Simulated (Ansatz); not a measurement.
# ScIr (Pm-3m): Grüneisen parameters, part 2 of 2

Aim: how the phonons of ScIr (Pm-3m) shift with volume, and the thermal expansion that follows.

Ansatz 0.2.0; DFT PBEsol, scalar-relativistic, plane waves, PAW; PAW set soft_1.

So far, highest frequency on the path or at a solved wavevector (cm⁻¹): step 2 (the dispersion) 340.

### 4. Phonons at the other volume, volume ratio 0.97

The phonons are repeated at this volume on the same k and q meshes.

input.yaml

```yaml
crystal:
  lattice:
    - [3.156666346, 0.0, 0.0]
    - [0.0, 3.156666346, 0.0]
    - [0.0, 0.0, 3.156666346]
  atoms:
    - { symbol: Sc, position: [0.5, 0.5, 0.5] }
    - { symbol: Ir, position: [0.0, 0.0, 0.0] }
kpoints:
  mp_grid: { grid: [16, 16, 16] }
hamiltonian:
  xc: pbesol
  pseudopotentials: { kind: paw, azcp: { folder: soft_1 }, xc_functional: pbe }
scf:
  occupations: { method: methfessel_paxton, width: 0.2 }
output:
  eigenvalues: true
phonons:
  method: dfpt
  qmesh: [4, 4, 4]
  temperatures: { t_max: 1000, t_step: 50 }
  qpath:
    path:
      - [[0.0, 0.0, 0.0], [0.0, 0.5, 0.0], [0.5, 0.5, 0.0], [0.0, 0.0, 0.0], [0.5, 0.5, 0.5], [0.0, 0.5, 0.0]]
      - [[0.5, 0.5, 0.5], [0.5, 0.5, 0.0]]
    npoints: 10
```

Launch:

```sh
$ ansatz run input.yaml --threads 4 --pin off --max-ram 10240MiB --backend cpu --events-out ev --progress --plain --runs-dir out
```

Numbers of over 12 decimals in the logs are rounded to 6 here.

The program printed:

```text
[...]
Crystal: 2 atoms, lattice volume = 31.455 Å³
Basis set: ecut = 420 eV, 619 PW (Γ), exchange–correlation on 48×48×48 points (8 copies of the dense FFT grid, shifted against one another)
Bands: 18, of which v1, the nominal top of the filled ones, is band 14 counted from 1 (13 counted from 0)
Symmetry: 48 space group operations
k-points: 165 of 4096
[...]
SCF iter   1: F=—  HF=-13914.942866 eV  |F-HF|=—  |Δ(HF+E_count)|=         —  Δρ=1.28e-1  dr2=7.86e0  ethr=3.10e-3  ⟨swp⟩=3.9  Hψ=11462  notcnv=0
[...]
SCF iter   9: F=-13913.809365 eV  HF=-13913.809365 eV  |F-HF|=1.82e-12  |Δ(HF+E_count)|=  3.64e-12  S|Δr|=    0.00e0  Δρ=3.03e-8  dr2=1.19e-13  ethr=1.00e-12  ⟨swp⟩=9.2  Hψ=15395  notcnv=0
SCF 1 converged in 9 iterations: F = -13913.809365 eV  dr2 = 1.19e-13
[...]
SCF iter   4: F=-13913.809365 eV  HF=-13913.809365 eV  |F-HF|=9.09e-12  |Δ(HF+E_count)|=  3.64e-12  S|Δr|=    0.00e0  Δρ=1.13e-7  dr2=5.98e-12  ethr=1.00e-12  ⟨swp⟩=1.3  Hψ=3773  notcnv=0
SCF 2 converged in 4 iterations: F = -13913.809365 eV  dr2 = 5.98e-12
[...]
NSCF: frozen V_eff on 165 k-points
WARN: eigensolver did not converge in 3 slots of this pass, the one above among them; of largest residual over every band (k=16): 1 band(s) unlocked (lowest unlocked band 21, counted from 0; max residual 1.33e-5 eV among the unlocked bands, 1.33e-5 eV over every band); of lowest unlocked band (k=16): band 21
[...]
SCF converged after 9 iterations
[...]
Free energy (F): -13913.809365 eV
[...]
Internal energy: -13913.808808 eV  (E = F + TS)
E sigma→0 (E₀):  -13913.809226 eV
Entropy (-TS):   -0.000557 eV (-0.278 meV/atom)
Fermi energy:    18.955188 eV
[...]
--- Band table (eV; the first three rows and the last of 165) ---
  k-point 0: bands = [... 10 lower, 13.6011, 16.9476, 16.9476, 16.9476, 21.2435, 21.2435, 23.4979, 23.4979, ... 4 higher]
  k-point 1: bands = [... 10 lower, 13.6610, 16.9282, 16.9282, 16.9681, 21.1618, 21.2680, 23.2801, 23.2801, ... 4 higher]
  k-point 2: bands = [... 10 lower, 13.8354, 16.8738, 16.8738, 17.0275, 20.9285, 21.3278, 22.7781, 22.7781, ... 4 higher]
  k-point 164: bands = [... 10 lower, 15.0762, 17.7023, 17.7023, 17.7023, 18.7237, 18.7237, 23.5547, 23.5547, ... 4 higher]
[...]
ASR residual: 1.938e-5 → 0.000e0 eV/Å²; symmetrization residual: 3.263e-6 eV/Å²
  ASR residual per site (eV/Å²): 1.98e-6 1.94e-5
  Γ frequencies (cm⁻¹): 0.00 0.00 0.00 227.07 227.07 227.07
--- Phonons (arbitrary-q DFPT): 10 irreducible q on the 4×4×4 mesh ---
[...]
interpolated dispersion: 62 rows × 6 modes
[...]
```

Elapsed: 8.4 min, on 4 threads of Intel Xeon Platinum 8488C (Sapphire Rapids), shared host; peak memory 3.6 GiB; 31 min of CPU time.

Numbers from this step:

| Item | Value |
| --- | --- |
| sum-rule residual before enforcement | 1.94e-5 eV/Å² |
| highest frequency on the path or at a solved wavevector | 354.1 cm⁻¹ |
| mean frequency | 190.5 cm⁻¹ |
| Debye temperature (second moment) | 386 K |
| logarithmic mean frequency | 171.3 cm⁻¹ |
| highest optical mode at the zone centre (no LO-TO term) | 227.1 cm⁻¹ |
| lowest optical zone-centre mode | 227.1 cm⁻¹ |
| lowest mode on the q mesh (acoustic modes at Γ apart) | 73.72 cm⁻¹ |
| zero-point energy per atom | 35.42 meV |
| heat capacity at 300 K | 23.03 J/(mol atoms K) |
| vibrational entropy at 300 K | 30.84 J/(mol atoms K) |
| edges of the widest gap between branches, on path and mesh | 144.5, 196 cm⁻¹ |

Frequencies (cm⁻¹) solved at each irreducible wavevector; negative means imaginary. Frequencies by wavevector, by row:

| q in reciprocal lattice units | star | mode 1 | mode 2 | mode 3 | mode 4 | mode 5 | mode 6 |
| --- | --- | --- | --- | --- | --- | --- | --- |
| 0 0 0 | 1 | 0 | 0 | 0 | 227.1 | 227.1 | 227.1 |
| 0 0 0.25 | 6 | 73.7 | 73.7 | 103.2 | 216.7 | 216.7 | 308.9 |
| 0 0 -0.5 | 3 | 121.3 | 121.3 | 141.2 | 196.1 | 196.1 | 354.1 |
| 0 0.25 0.25 | 12 | 78.3 | 98.7 | 130.2 | 210.8 | 269.7 | 293.2 |
| 0 0.25 -0.5 | 12 | 116.5 | 121.6 | 124.8 | 201 | 260.6 | 329.7 |
| 0 -0.5 -0.5 | 3 | 115.5 | 115.5 | 124.8 | 208.1 | 304.5 | 304.5 |
| 0.25 0.25 0.25 | 8 | 104.4 | 104.4 | 132.2 | 263.5 | 263.5 | 286.2 |
| 0.25 0.25 -0.5 | 12 | 120.2 | 123.7 | 131.2 | 254.9 | 265.7 | 315.5 |
| 0.25 -0.5 -0.5 | 6 | 129.4 | 129.4 | 133.7 | 263.7 | 303.1 | 303.1 |
| -0.5 -0.5 -0.5 | 1 | 144.5 | 144.5 | 144.5 | 303.3 | 303.3 | 303.3 |

The highest optical mode at the zone centre (no LO-TO term) is 227.1 cm⁻¹, +14.3 cm⁻¹ against the base run.

### 5. Relaxing at another volume, volume ratio 1.03

The volume is scaled by 1.03 and held; symmetry leaves nothing to relax, so this is a single point. The modes can then be followed against volume.

input.yaml, the sections that differ from step 4:

```yaml
crystal:
  lattice:
    - [3.2204545693, 0.0, 0.0]
    - [0.0, 3.2204545693, 0.0]
    - [0.0, 0.0, 3.2204545693]
  atoms:
    - { symbol: Sc, position: [0.5, 0.5, 0.5] }
    - { symbol: Ir, position: [0.0, 0.0, 0.0] }
output:
  forces: true
  stress: true
  eigenvalues: true
# kpoints, hamiltonian, scf: as in step 4
# phonons: removed
```

The program printed:

```text
[...]
Crystal: 2 atoms, lattice volume = 33.400 Å³
Basis set: ecut = 420 eV, 619 PW (Γ), exchange–correlation on 48×48×48 points (8 copies of the dense FFT grid, shifted against one another)
Bands: 18, of which v1, the nominal top of the filled ones, is band 14 counted from 1 (13 counted from 0)
Symmetry: 48 space group operations
[...]
k-points: 165 of 4096
[...]
--- Band table (eV; the first three rows and the last of 165) ---
  k-point 0: bands = [... 10 lower, 12.7148, 15.7713, 15.7713, 15.7713, 19.8218, 19.8218, 21.8972, 21.8972]
  k-point 1: bands = [... 10 lower, 12.7681, 15.7527, 15.7527, 15.7900, 19.7497, 19.8427, 21.7013, 21.7013]
  k-point 2: bands = [... 10 lower, 12.9231, 15.7007, 15.7007, 15.8442, 19.5434, 19.8916, 21.2462, 21.2462]
  k-point 164: bands = [... 10 lower, 13.9719, 16.5222, 16.5222, 16.5222, 17.3799, 17.3799, 21.8869, 21.9694]
[key lines of the parts left out:]
SCF converged after 7 iterations
Free energy (F): -13913.811143 eV
Fermi energy:    17.588142 eV
P = ⅓ Tr σ = -5.0791 GPa (-50.791 kbar)
```

Wall time 1.6 s (4 threads); peak memory 0.45 GiB.

Numbers from this step:

* pressure: -5.079 GPa
* volume per atom: 16.70 Å³

The run ends at a pressure of -5.08 GPa.

### 6. Phonons at the other volume, volume ratio 1.03

The phonons are repeated at this volume on the same k and q meshes.

Edit input.yaml of step 5 so:

```diff
@@ -16,4 +16,11 @@
 output:
-  forces: true
-  stress: true
   eigenvalues: true
+phonons:
+  method: dfpt
+  qmesh: [4, 4, 4]
+  temperatures: { t_max: 1000, t_step: 50 }
+  qpath:
+    path:
+      - [[0.0, 0.0, 0.0], [0.0, 0.5, 0.0], [0.5, 0.5, 0.0], [0.0, 0.0, 0.0], [0.5, 0.5, 0.5], [0.0, 0.5, 0.0]]
+      - [[0.5, 0.5, 0.5], [0.5, 0.5, 0.0]]
+    npoints: 10
```

The program printed:

```text
[...]
Crystal: 2 atoms, lattice volume = 33.400 Å³
Basis set: ecut = 420 eV, 619 PW (Γ), exchange–correlation on 48×48×48 points (8 copies of the dense FFT grid, shifted against one another)
Bands: 18, of which v1, the nominal top of the filled ones, is band 14 counted from 1 (13 counted from 0)
Symmetry: 48 space group operations
k-points: 165 of 4096
[...]
k-point 164: bands = [... 10 lower, 13.9719, 16.5221, 16.5221, 16.5221, 17.3798, 17.3798, 21.8869, 21.9692, ... 4 higher]
[...]
ASR residual: 2.130e-5 → 0.000e0 eV/Å²; symmetrization residual: 6.292e-6 eV/Å²
  ASR residual per site (eV/Å²): 5.55e-7 2.13e-5
  Γ frequencies (cm⁻¹): 0.00 0.00 0.00 199.18 199.18 199.18
--- Phonons (arbitrary-q DFPT): 10 irreducible q on the 4×4×4 mesh ---
[...]
interpolated dispersion: 62 rows × 6 modes
[...]
[key lines of the parts left out:]
SCF converged after 9 iterations
Free energy (F): -13913.811143 eV
Fermi energy:    17.588074 eV
```

Run time: 8.8 min. Hardware: 4 threads; peak memory 3.8 GiB.

Numbers from this step:

* sum-rule residual before enforcement: 2.13e-5 eV/Å²
* highest frequency on the path or at a solved wavevector: 325.7 cm⁻¹
* mean frequency: 171.6 cm⁻¹
* Debye temperature (second moment): 348 K
* logarithmic mean frequency: 154.5 cm⁻¹
* highest optical mode at the zone centre (no LO-TO term): 199.2 cm⁻¹
* lowest optical zone-centre mode: 199.2 cm⁻¹
* lowest mode on the q mesh (acoustic modes at Γ apart): 66.89 cm⁻¹
* zero-point energy per atom: 31.92 meV
* heat capacity at 300 K: 23.37 J/(mol atoms K)
* vibrational entropy at 300 K: 33.23 J/(mol atoms K)
* edges of the widest gap between branches, on path and mesh: 128.2, 175.3 cm⁻¹

The highest optical mode at the zone centre (no LO-TO term) is 199.2 cm⁻¹, -13.6 cm⁻¹ against the base run.

### 7. Grüneisen parameters

The Grüneisen parameter of a mode is minus the logarithmic change of its frequency with volume, −d ln ω / d ln V; weighted by heat capacity it gives the expansion.

Numbers from this step:

```yaml
bulk_modulus: 183.9 GPa
```

Phonon branches along the path, in cm⁻¹:

| point | branch 1 | branch 2 | branch 3 | branch 4 | branch 5 | branch 6 |
| --- | --- | --- | --- | --- | --- | --- |
| Γ | 0 | 0 | 0 | 213 | 213 | 213 |
| halfway | 70 | 70 | 98 | 204 | 204 | 294 |
| X | 116 | 116 | 133 | 186 | 186 | 340 |
| halfway | 111 | 116 | 119 | 189 | 246 | 315 |
| M | 111 | 111 | 121 | 195 | 288 | 288 |
| halfway | 75 | 94 | 123 | 198 | 254 | 280 |
| Γ | 0 | 0 | 0 | 213 | 213 | 213 |
| halfway | 99 | 99 | 126 | 249 | 249 | 273 |
| R | 136 | 136 | 136 | 290 | 290 | 290 |
| halfway | 115 | 118 | 124 | 243 | 251 | 301 |
| X | 116 | 116 | 133 | 186 | 186 | 340 |
| jump to R | 136 | 136 | 136 | 290 | 290 | 290 |
| halfway | 123 | 123 | 127 | 251 | 288 | 288 |
| M | 111 | 111 | 121 | 195 | 288 | 288 |

The same for volume x 0.97:

| point | branch 1 | branch 2 | branch 3 | branch 4 | branch 5 | branch 6 |
| --- | --- | --- | --- | --- | --- | --- |
| Γ | 0 | 0 | 0 | 227 | 227 | 227 |
| X | 121 | 121 | 141 | 196 | 196 | 354 |
| M | 116 | 116 | 125 | 208 | 304 | 304 |
| Γ | 0 | 0 | 0 | 227 | 227 | 227 |
| R | 144 | 144 | 144 | 303 | 303 | 303 |
| X | 121 | 121 | 141 | 196 | 196 | 354 |
| R | 144 | 144 | 144 | 303 | 303 | 303 |
| M | 116 | 116 | 125 | 208 | 304 | 304 |

The same for volume x 1.03:

| point | branch 1 | branch 2 | branch 3 | branch 4 | branch 5 | branch 6 |
| --- | --- | --- | --- | --- | --- | --- |
| Γ | 0 | 0 | 0 | 199 | 199 | 199 |
| X | 110 | 110 | 126 | 175 | 175 | 326 |
| M | 106 | 106 | 116 | 183 | 273 | 273 |
| Γ | 0 | 0 | 0 | 199 | 199 | 199 |
| R | 128 | 128 | 128 | 278 | 278 | 278 |
| X | 110 | 110 | 126 | 175 | 175 | 326 |
| R | 128 | 128 | 128 | 278 | 278 | 278 |
| M | 106 | 106 | 116 | 183 | 273 | 273 |

The first set of phonon branches as a text plot (rows in cm⁻¹):

```
    347 |       *                                        *
    332 |      * **                                    **
    317 |    **    *                                 **
    302 |           **                              *
    288 |   *         *******              *********      *******
    273 |            *    *  **         ****      *        *
    258 |  *        *      *** *     *** **        *        *
    243 |                     *     *  **           *        *
    229 | *        *           **   ***              *
    214 |***      *            *****                  *       **
    199 |   ***      **********                        *        *
    184 |      ******                                   **
    170 |
    155 |
    140 |       *                            *****       **
    125 |     ** *************         ******    ********  ******
    111 |    * ************** *      **  **         ******    ***
     96 |   * *           *  * *        *
     81 |    *             ****     *  *
     66 |  **                 * *    **
     52 | *                    *    *
     37 |  *                    ** *
     22 |**                      * *
      7 |*                        *
         Γ      X      M          Γ            R        X|R     M
```

Mode Grueneisen parameter -dln(w)/dln(V), modes matched by rank; at Γ the acoustic branches take the value of a neighbouring point of the path. Mode grüneisen parameters along the path, in :

| point | branch 1 | branch 2 | branch 3 | branch 4 | branch 5 | branch 6 |
| --- | --- | --- | --- | --- | --- | --- |
| Γ | 1.92 | 1.92 | 1.70 | 2.18 | 2.18 | 2.18 |
| halfway | 1.61 | 1.61 | 1.91 | 2.06 | 2.06 | 1.62 |
| X | 1.55 | 1.55 | 1.94 | 1.86 | 1.86 | 1.39 |
| halfway | 1.56 | 1.58 | 1.51 | 2.01 | 1.88 | 1.55 |
| M | 1.45 | 1.45 | 1.16 | 2.15 | 1.83 | 1.83 |
| halfway | 1.33 | 1.63 | 1.90 | 2.06 | 1.98 | 1.51 |
| Γ | 0.96 | 1.78 | 1.97 | 2.18 | 2.18 | 2.18 |
| halfway | 1.71 | 1.71 | 1.75 | 1.84 | 1.84 | 1.63 |
| R | 1.99 | 1.99 | 1.99 | 1.48 | 1.48 | 1.48 |
| halfway | 1.58 | 1.69 | 1.81 | 1.61 | 1.95 | 1.60 |
| X | 1.55 | 1.55 | 1.94 | 1.86 | 1.86 | 1.39 |
| jump to R | 1.99 | 1.99 | 1.99 | 1.48 | 1.48 | 1.48 |
| halfway | 1.75 | 1.75 | 1.66 | 1.69 | 1.67 | 1.67 |
| M | 1.45 | 1.45 | 1.16 | 2.15 | 1.83 | 1.83 |

The mode Grüneisen parameters as a text plot (rows in , shown from 1.2 to 2.2 only):

```
   2.16 |***           **       ****
   2.12 |*            *  *     *    *                           *
   2.07 |   *        *    *  *** *   **
   2.03 | *  *      *      ** ***  **                ***       *
   1.99 |                    *   **  **      ****         *
   1.95 |     ***  *          *        *    **   *  *    *
   1.90 |*  ***  ***       ***  *                **     *  *  *
   1.86 |  *   ***  ***  **            **  *     * *    **
   1.82 |  *           **                   *     ***       *  **
   1.78 | *           *    **  **** *    **       *  * *    * *
   1.73 |                               ***        *  **     *
   1.69 |* *      *  *   **   **        ****      * ***      *
   1.65 |                    *         **   *      * **      *
   1.60 |   *      **     *          **    *      ***  *    * *
   1.56 |    ** *****    * ** *        *         * **** ** *
   1.52 |    * * *  **     ***              **  ***  * *       *
   1.48 |     *    * ** * *          **       ***     *   *     *
   1.43 |         * *  ***                             *
   1.39 |      ***        *                             **    *
   1.35 |            *   * ***      *
   1.31 |
   1.26 |             *       *                                *
   1.22 |               *          *
   1.18 |              *                                        *
         Γ      X      M          Γ            R        X|R     M
```

(dS/dlnV)/C_V. Thermodynamic Grueneisen parameter against temperature:

| temperature (K) | thermodynamic Grueneisen parameter |
| --- | --- |
| 50 | 1.65 |
| 100 | 1.7 |
| 150 | 1.71 |
| 200 | 1.71 |
| 250 | 1.72 |
| 300 | 1.72 |
| 350 | 1.72 |
| 400 | 1.72 |
| 450 | 1.72 |
| 500 | 1.72 |
| 550 | 1.72 |
| 600 | 1.72 |
| 650 | 1.72 |
| 700 | 1.72 |
| 750 | 1.72 |
| 800 | 1.72 |
| 850 | 1.72 |
| 900 | 1.72 |
| 950 | 1.72 |
| 1000 | 1.72 |

Gamma C_V/(B V) at the static volume. Table of volume expansion by temperature:

| temperature (K) | volume expansion (1e-6/K) |
| --- | --- |
| 50 | 6 |
| 100 | 14.1 |
| 150 | 18.3 |
| 200 | 20.4 |
| 250 | 21.5 |
| 300 | 22.2 |
| 350 | 22.6 |
| 400 | 22.9 |
| 450 | 23.1 |
| 500 | 23.2 |
| 550 | 23.3 |
| 600 | 23.4 |
| 650 | 23.5 |
| 700 | 23.5 |
| 750 | 23.6 |
| 800 | 23.6 |
| 850 | 23.6 |
| 900 | 23.6 |
| 950 | 23.7 |
| 1000 | 23.7 |

### 8. Results

| Quantity | Value |
| --- | --- |
| bulk modulus | 184 GPa |
| thermodynamic Grüneisen parameter at 300 K | 1.716 |
| volume expansion at 300 K, estimated | 22.18 × 10⁻⁶ K⁻¹ |

What this shows: By this estimate the volume grows by 22.2 × 10⁻⁶ per kelvin at 300 K. The highest optical mode at Γ goes from 227 to 199 cm⁻¹ as the cell grows, a Grüneisen parameter of 2.18. Mode parameters on the path run from 0.96 to 2.2, with a median of 1.7. Branches are matched by rank, so values near crossings are rough. The expansion is the Grüneisen estimate at the static volume, with the static bulk modulus. With no gap, or one that is small against the smearing, the frequencies hang on the k mesh and the smearing, most of all near Kohn anomalies. Spin-orbit coupling is left out, which can matter for the heavy elements here. The PAW files were made for PBE and serve the other functionals too.

[Logs are printed without paths, hosts, clocks, repeated set-up lines and the standing remarks that a program may print on its own settings, such as how far it seeks lower states.]

[Hosts, paths, dates, database ids (printed as entryN), source tags and the programs' standing remarks are cut or masked in the printed files.]
